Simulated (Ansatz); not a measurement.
# What NaMgBr3 (model cell, started as cubic perovskite with Mg in the octahedra) distorts into, part 3 of 3

Wanted: the energy along a soft mode of NaMgBr3 (model cell, started as cubic perovskite with Mg in the octahedra) and the structure at the end.

Ansatz 0.2.0; DFT PBE, scalar-relativistic, plane waves, PAW.

So far. Step 5 (Energy along the mode, all amplitudes (two of the runs …): The lowest of the steps tried is the last one, at 0.6 Å, 13.5 meV/atom below the parent; the bottom of the well need not coincide with a step. Step 7 (The new phase in its own primitive cell): The largest force component left is 0.49 meV/Å and the pressure is 0.000 GPa, within the tolerances set. The cell now holds 27.84 Å³/atom. The relaxed cell has a, b, c = 7.532, 10.337, 7.152 Å (conventional setting).

The structure was built from a prototype and need not be the compound's stable phase.

## 8. Modes of the new phase

A relaxed structure may still be a saddle point, so its zone-centre modes are computed. The response to a homogeneous field gives the Born charges and the dielectric tensor.

input.yaml

```yaml
crystal:
  lattice:
    - [-3.7661166988, 5.1685515688, 3.5760323344]
    - [3.7661166988, -5.1685515688, 3.5760323344]
    - [3.7661166988, 5.1685515688, -3.5760323344]
  atoms:
    - { symbol: Na, position: [0.7908373857, 0.0408373857, 0.75] }
    - { symbol: Na, position: [0.2091626143, 0.9591626143, 0.25] }
    - { symbol: Mg, position: [0.0, 0.5, 0.5] }
    - { symbol: Mg, position: [0.5, 0.5, 0.0] }
    - { symbol: Br, position: [0.18257712, 0.5, 0.18257712] }
    - { symbol: Br, position: [0.81742288, 0.5, 0.81742288] }
    - { symbol: Br, position: [0.81742288, 0.0, 0.31742288] }
    - { symbol: Br, position: [0.18257712, 0.0, 0.68257712] }
    - { symbol: Br, position: [0.6189719006, 0.3689719006, 0.25] }
    - { symbol: Br, position: [0.3810280994, 0.6310280994, 0.75] }
kpoints:
  mp_grid: { grid: [4, 4, 4] }
hamiltonian:
  xc: pbe
scf:
  occupations: { method: fixed }
output:
  eigenvalues: true
phonons:
  method: dfpt
  dielectric: true
  rigid_motions: translations
```

Run with:

```
> ansatz run input.yaml --threads 4 --pin off --max-ram 14336MiB --backend cpu --events-out ev --progress --plain --runs-dir out
```

Numbers of over 12 decimals in the logs are rounded to 6 here.

What it wrote:

```text
[...]
Crystal: 10 atoms, lattice volume = 278.435 Å³
Basis set: ecut = 420 eV, 5447 PW (Γ), exchange–correlation on 100×100×100 points (8 copies of the dense FFT grid, shifted against one another)
Bands: 50, of which v1, the nominal top of the filled ones, is band 40 counted from 1 (39 counted from 0)
Symmetry: 8 space group operations
k-points: 36 of 64 (irreducible under 1 space group operation, time reversal used)
[...]
SCF iter   1: F=—  HF=-23534.218058 eV  |F-HF|=—  |Δ(HF+E_count)|=         —  Δρ=5.82e-4  dr2=1.13e-3  ethr=1.77e-3  ⟨swp⟩=6.5  Hψ=7191  notcnv=0  defer=262
[...]
SCF iter   9: F=-23534.218688 eV  HF=-23534.218688 eV  |F-HF|=0.00e0  |Δ(HF+E_count)|=  1.67e-10  Δρ=5.92e-8  dr2=1.01e-11  ethr=1.00e-12  ⟨swp⟩=20.6  Hψ=14125  notcnv=0
SCF 1 converged in 9 iterations: F = -23534.218688 eV  dr2 = 1.01e-11
[...]
NSCF: frozen V_eff on 4 k-points
DFPT response loops at Γ: preconditioner auto → Resta (q_TF=auto, 2.216 Å⁻¹)  ε∞=4.3 (no band partly filled); β = 1.00, the filter's whole step (`scf.mixing.beta` (0.50) is not read by the response loops at its default; to damp them type it under 1.00, their step now; it binds the ground state too); Broyden in place of MSR1
── the response to a field inside a basis, on 4×4×4 k-points: an SCF that follows is theirs, and a resumed run solves both again ──
Bands: 41, of which v1, the nominal top of the filled ones, is band 40 counted from 1 (39 counted from 0)
k-points: 17 of 64
[...]
Eigensolver: Dense (17 Hₖ)
SCF iter   1: F=—  HF=-23534.112437 eV  |F-HF|=—  |Δ(HF+E_count)|=         —  Δρ=1.64e-4  dr2=3.90e-5  ethr=1.00e-1
[...]
SCF iter   4: F=-23534.112527 eV  HF=-23534.112527 eV  |F-HF|=1.12e-7  |Δ(HF+E_count)|=   3.01e-7  Δρ=4.05e-6  dr2=3.38e-8  ethr=2.86e-10
SCF 1 converged in 4 iterations: F = -23534.112527 eV  dr2 = 3.38e-8
[...]
SCF converged after 9 iterations
Free energy (F): -23534.218688 eV
[...]
Internal energy: -23534.218688 eV  (E = F + TS)
E sigma→0 (E₀):  -23534.218688 eV
Fermi energy:    2.152650 eV
[...]
--- Band table (eV; the first three rows and the last of 36) ---
  k-point 0: bands = [... 36 lower, 1.7477, 1.9982, 2.0090, 2.1329, 5.4194, 7.1620, 7.6262, 8.3998, ... 6 higher]
  k-point 1: bands = [... 36 lower, 1.6452, 1.8422, 1.8944, 2.0416, 6.1194, 7.4236, 7.9128, 8.5787, ... 6 higher]
  k-point 2: bands = [... 36 lower, 1.6212, 1.6212, 1.9499, 1.9499, 7.2663, 7.2663, 8.2692, 8.2692, ... 6 higher]
  k-point 35: bands = [... 36 lower, 1.5551, 1.5829, 1.6529, 2.1125, 6.6782, 7.7816, 7.9800, 8.3548, ... 6 higher]
--- Phonons (Γ-DFPT): 12 representative perturbations + reference, on 36 of 64 k-points (Σ response iterations 38) ---
  k mesh reduced under 1 symmetry operation, with k and −k counted as one. Each operation leaves every solved perturbation unchanged. A smaller set is not considered because the run solves the response to a homogeneous field
  ASR residual: 9.178e-5 → 0.000e0 eV/Å²; symmetrization residual: 3.886e-6 eV/Å²
  ASR residual per site (eV/Å²): 3.14e-5 3.14e-5 5.53e-5 5.53e-5 5.60e-5 5.60e-5 5.60e-5 5.60e-5 9.18e-5 9.18e-5
  Γ frequencies (cm⁻¹): 0.00 0.00 0.00 20.04 31.52 48.70 70.70 78.71 81.70 83.36 85.28 86.04 86.48 87.95 93.31 93.34 100.00 104.36 105.19 105.65 107.65 137.97 140.72 142.88 160.82 183.69 194.68 207.24 237.29 250.50
  ε∞ (high-frequency dielectric tensor):
        3.284621     0.000000     0.000000
        0.000000     3.315209     0.000000
        0.000000     0.000000     3.227477
  ε⁰ (static dielectric tensor: ions relaxed, cell fixed):
       17.049307    -0.000000     0.000000
       -0.000000    12.198236    -0.000000
        0.000000    -0.000000     7.955872
  ε⁰ − ε∞ (ionic part):
       13.764686    -0.000000     0.000000
       -0.000000     8.883027    -0.000000
        0.000000    -0.000000     4.728394
  softest optical mode at Γ: 20.04 cm⁻¹; the repairs (sum rule, projections) moved no ω² at Γ by more than (1.42 cm⁻¹)²
  Born effective charges Z* (e; rows j = field, columns β = displacement):
    site 0:
         1.24536    0.00000    0.00000
         0.00000    1.15948    0.00000
         0.00000   -0.00000    1.26711
    site 1:
         1.24536    0.00000    0.00000
         0.00000    1.15948    0.00000
         0.00000   -0.00000    1.26711
    site 2:
         2.43346    0.00000    0.00000
         0.00000    2.41589    0.08604
         0.00000   -0.23027    2.35740
    site 3:
         2.43346    0.00000    0.00000
         0.00000    2.41589   -0.08604
         0.00000    0.23027    2.35740
    site 4:
        -1.46786    0.00000    0.49759
         0.00000   -0.88147    0.00000
         0.49232    0.00000   -1.25355
    site 5:
        -1.46786    0.00000    0.49759
        -0.00000   -0.88147   -0.00000
         0.49232    0.00000   -1.25355
    site 6:
        -1.46786    0.00000   -0.49759
         0.00000   -0.88147   -0.00000
        -0.49232   -0.00000   -1.25355
    site 7:
        -1.46786    0.00000   -0.49759
        -0.00000   -0.88147    0.00000
        -0.49232   -0.00000   -1.25355
    site 8:
        -0.74310    0.00000    0.00000
         0.00000   -1.81243    0.00000
         0.00000   -0.00000   -1.11741
    site 9:
        -0.74310    0.00000    0.00000
         0.00000   -1.81243    0.00000
         0.00000   -0.00000   -1.11741
  Z* charge neutrality: 8.044e-2 e pre-enforcement
  solved inside a basis spanned on kpoints, on 4×4×4 k-points, its susceptibility summed on 6×8×6: ε∞ is read to err by 1.3e-2, Z* by 3.2e-2 e (field_mesh: kpoints solves on kpoints); Z* is corrected for what the basis lacks
  optical modes at Γ without the LO–TO term, one row a degenerate level:
      ω (cm⁻¹)  modes    IR ((D/Å)²/amu)
         20.04      1             0.0000
[...]
optical modes at Γ + LO–TO along q̂ = [1.0000, 0.0000, 0.0000]:
      ω (cm⁻¹)  modes    IR ((D/Å)²/amu)
[...]
optical modes at Γ + LO–TO along q̂ = [0.0000, 1.0000, 0.0000]:
      ω (cm⁻¹)  modes    IR ((D/Å)²/amu)
[...]
optical modes at Γ + LO–TO along q̂ = [0.0000, 0.0000, 1.0000]:
      ω (cm⁻¹)  modes    IR ((D/Å)²/amu)
[...]
105.19      1             0.0000
        105.81      1             0.0041
        107.65      1             0.0000
        140.72      1             6.8759
        142.88      1             0.0000
        156.64      1             0.6897
        160.82      1             0.0000
        183.69      1            11.9570
        204.31      1             0.0826
        237.29      1             0.0000
        250.50      1             1.5089
        270.30      1            15.8960
```

It took 4.1 min on 4 threads of Arm Neoverse V2, shared host; peak memory 2.8 GiB; 16 min of CPU time.

This step gave:

```yaml
sum_rule_residual_before_enforcement: 9.18e-5 eV/Å²
miss_of_the_charge_sum_rule: 0.08044 e
estimated_error_of_the_dielectric_tensor: 0.01288
estimated_error_of_the_born_charges: 0.03239 e
point_group: mmm
highest_optical_mode_at_the_zone_centre_no_lo_to_term: 250.5 cm⁻¹
lowest_optical_zone_centre_mode: 20.04 cm⁻¹
mean_high_frequency_dielectric_constant: 3.276
largest_born_charge_third_of_the_trace: 2.402 e
mean_static_dielectric_constant: 12.40
top_of_the_zone_centre_spectrum_with_the_field: 270.3 cm⁻¹
```

Without the LO-TO term. Patterns of degenerate modes are one choice out of their space. Modes at Γ, with each element's share of the kinetic energy:

| mode | frequency (cm⁻¹) | symmetry | Na % | Mg % | Br % |
| --- | --- | --- | --- | --- | --- |
| 1 | 0.0 | acoustic | 8 | 8 | 84 |
| 2 | 0.0 | acoustic | 8 | 8 | 84 |
| 3 | 0.0 | acoustic | 8 | 8 | 84 |
| 4 | 20.0 | B1g | 0 | 0 | 100 |
| 5 | 31.5 | B3u | 24 | 0 | 76 |
| 6 | 48.7 | B2g | 12 | 0 | 88 |
| 7 | 70.7 | Au | 0 | 0 | 100 |
| 8 | 78.7 | B3g | 39 | 0 | 61 |
| 9 | 81.7 | Ag | 6 | 0 | 94 |
| 10 | 83.4 | B1u | 1 | 2 | 98 |
| 11 | 85.3 | B2u | 18 | 42 | 40 |
| 12 | 86.0 | B2g | 60 | 0 | 40 |
| 13 | 86.5 | B3g | 9 | 0 | 91 |
| 14 | 88.0 | B3u | 20 | 22 | 58 |
| 15 | 93.3 | not assigned | 48 | 4 | 48 |
| 16 | 93.3 | not assigned | 0 | 0 | 100 |
| 17 | 100.0 | Ag | 19 | 0 | 81 |
| 18 | 104.4 | B2u | 72 | 8 | 20 |
| 19 | 105.2 | B2g | 28 | 0 | 72 |
| 20 | 105.7 | B1u | 20 | 22 | 58 |
| 21 | 107.7 | B3g | 52 | 0 | 48 |
| 22 | 138.0 | B1u | 71 | 4 | 25 |
| 23 | 140.7 | B2u | 0 | 44 | 56 |
| 24 | 142.9 | Ag | 75 | 0 | 25 |
| 25 | 160.8 | B3g | 0 | 0 | 100 |
| 26 | 183.7 | B3u | 0 | 65 | 35 |
| 27 | 194.7 | B1u | 0 | 67 | 33 |
| 28 | 207.2 | B1u | 0 | 97 | 3 |
| 29 | 237.3 | Au | 0 | 100 | 0 |
| 30 | 250.5 | B2u | 1 | 98 | 1 |

Displacements in mode 4 (20.0 cm⁻¹), the largest set to 1:
```
Na1  0.00  0.00  0.00
Na2  0.00  0.00  0.00
Mg3  0.00  0.00  0.00
Mg4  0.00  0.00  0.00
Br5 -1.00  0.00 -0.97
Br6  1.00  0.00  0.97
Br7  1.00  0.00 -0.97
Br8 -1.00  0.00  0.97
Br9  0.00  0.00  0.00
Br10 0.00  0.00  0.00
```

Displacements in mode 12 (86.0 cm⁻¹), the largest set to 1:
```
Na1 -1.00  0.00  0.00
Na2  1.00  0.00  0.00
Mg3  0.00  0.00  0.00
Mg4  0.00  0.00  0.00
Br5  0.00 -0.16  0.00
Br6  0.00  0.16  0.00
Br7  0.00 -0.16  0.00
Br8  0.00  0.16  0.00
Br9 -0.38  0.00  0.00
Br10 0.38  0.00  0.00
```

Optical modes at the zone centre, without and with the macroscopic field of the longitudinal modes; each column is sorted by frequency, so a row need not hold one and the same mode. Modes with and without the field, by row:

| rank among optical modes | no field (cm⁻¹) | q along (1, 0, 0) (cm⁻¹) | q along (0, 1, 0) (cm⁻¹) | q along (0, 0, 1) (cm⁻¹) |
| --- | --- | --- | --- | --- |
| 1 | 20 | 20 | 20 | 20 |
| 2 | 31.5 | 40.3 | 31.5 | 31.5 |
| 3 | 48.7 | 48.7 | 48.7 | 48.7 |
| 4 | 70.7 | 70.7 | 70.7 | 70.7 |
| 5 | 78.7 | 78.7 | 78.7 | 78.7 |
| 6 | 81.7 | 81.7 | 81.7 | 81.7 |
| 7 | 83.4 | 83.4 | 83.4 | 84.1 |
| 8 | 85.3 | 85.3 | 86 | 85.3 |
| 9 | 86 | 86 | 86.5 | 86 |
| 10 | 86.5 | 86.5 | 86.7 | 86.5 |
| 11 | 88 | 88 | 88 | 88 |
| 12 | 93.3 | 93.3 | 93.3 | 93.3 |
| 13 | 93.3 | 100 | 93.3 | 93.3 |
| 14 | 100 | 104.4 | 100 | 100 |
| 15 | 104.4 | 105.2 | 105.2 | 104.4 |
| 16 | 105.2 | 105.7 | 105.7 | 105.2 |
| 17 | 105.7 | 107.7 | 107.7 | 105.8 |
| 18 | 107.7 | 116.3 | 122.5 | 107.7 |
| 19 | 138 | 138 | 138 | 140.7 |
| 20 | 140.7 | 140.7 | 142.9 | 142.9 |
| 21 | 142.9 | 142.9 | 160.8 | 156.6 |
| 22 | 160.8 | 160.8 | 183.7 | 160.8 |
| 23 | 183.7 | 194.7 | 194.7 | 183.7 |
| 24 | 194.7 | 207.2 | 207.2 | 204.3 |
| 25 | 207.2 | 237.3 | 211.4 | 237.3 |
| 26 | 237.3 | 250.5 | 237.3 | 250.5 |
| 27 | 250.5 | 262.6 | 268 | 270.3 |

Born charge (rows field, columns displacement) (e), principal values of the symmetric part by kind of site:

| atom | atoms with these values | low | middle | high | mean |
| --- | --- | --- | --- | --- | --- |
| Na1 | 2 | 1.16 | 1.25 | 1.27 | 1.22 |
| Mg3 | 2 | 2.31 | 2.43 | 2.46 | 2.40 |
| Br5 | 4 | -1.87 | -0.88 | -0.85 | -1.20 |
| Br9 | 2 | -1.81 | -1.12 | -0.74 | -1.22 |

In full for Na1:

```
1.25 0.00 0.00
0.00 1.16 0.00
0.00 0.00 1.27
```

High-frequency dielectric tensor:

```
3.28 0.00 0.00
0.00 3.32 0.00
0.00 0.00 3.23
```

Static dielectric tensor (ions relaxed, fixed cell):

```
17.05  0.00  0.00
 0.00 12.20  0.00
 0.00  0.00  7.96
```

Transverse modes. Lines of the infrared spectrum (strongest = 100):

| position (cm⁻¹) | lines merged | relative intensity |
| --- | --- | --- |
| 20 | 1 | 0.0 |
| 32 | 1 | 7.6 |
| 49 | 1 | 0.0 |
| 71 | 1 | 0.0 |
| 79 | 1 | 0.0 |
| 82 | 1 | 0.0 |
| 83 | 1 | 1.3 |
| 85 | 1 | 6.5 |
| 86 | 2 | 0.0 |
| 88 | 1 | 0.7 |
| 93 | 2 | 38 |
| 100 | 1 | 0.0 |
| 104 | 1 | 62 |
| 105 | 1 | 0.0 |
| 106 | 1 | 0.5 |
| 108 | 1 | 0.0 |
| 138 | 1 | 52 |
| 141 | 1 | 58 |
| 143 | 1 | 0.0 |
| 161 | 1 | 0.0 |
| 184 | 1 | 100 |
| 195 | 1 | 66 |
| 207 | 1 | 19 |
| 237 | 1 | 0.0 |
| 250 | 1 | 13 |

Before it was imposed, the acoustic sum rule was missed by 9.2e-5 eV/Å² and the charge sum rule by 0.080 e. The charge miss is large and points to the mesh or the basis. The lowest optical mode is real, 20.0 cm⁻¹.

## 9. Results

| Item | Value |
| --- | --- |
| unstable mode of the parent | q = (-0.5, -0.5, -0.5), 74i cm⁻¹ |
| depth at the lowest point sampled | 13.5 meV/atom |
| largest atomic shift at that point | 0.6 Å |
| space group reached (within 0.01 Å) | Imma |
| energy gained over the parent (first relaxation, on the mesh of the frozen mode) | 96.6 meV/atom |
| volume per atom, phase reached | 27.8 Å³ |
| gap on the k-mesh, phase reached | 3.27 eV |
| lowest optical zone-centre mode, phase reached | 20.0 cm⁻¹ |
| highest optical mode at the zone centre (no LO-TO term), phase reached | 250 cm⁻¹ |

From this start the structure relaxes into Imma, 96.6 meV/atom below the parent. At the parent's cell the well is 13.51 meV/atom deep on the steps tried, with its lowest point at a shift of 0.6 Å. That is the last step tried, so the steps alone don't bracket the bottom of the well. Relaxing atoms and cell changes the gain by +83.05 meV/atom against the lowest step (energies at zero smearing). Most of the total comes from this relaxation. The frozen pattern makes up only 4 % of the final shifts of the atoms, so other modes or strain give most of the change. The new phase has no imaginary mode at the zone centre of its cell; other wavevectors were not checked. Of the 9 patterns followed to their end from this parent, this one reaches the lowest energy. Each path keeps the symmetry of its pattern, so a lower phase may lie along a pattern not tried. The starting cell was built on a prototype and not taken from a measurement, so the phase need not exist.

[Logs are printed without paths, hosts, clocks, repeated set-up lines and the standing remarks that a program may print on its own settings, such as how far it seeks lower states.]

[Hosts, paths, dates, database ids (printed as entryN), source tags and the programs' standing remarks are cut or masked in the printed files.]
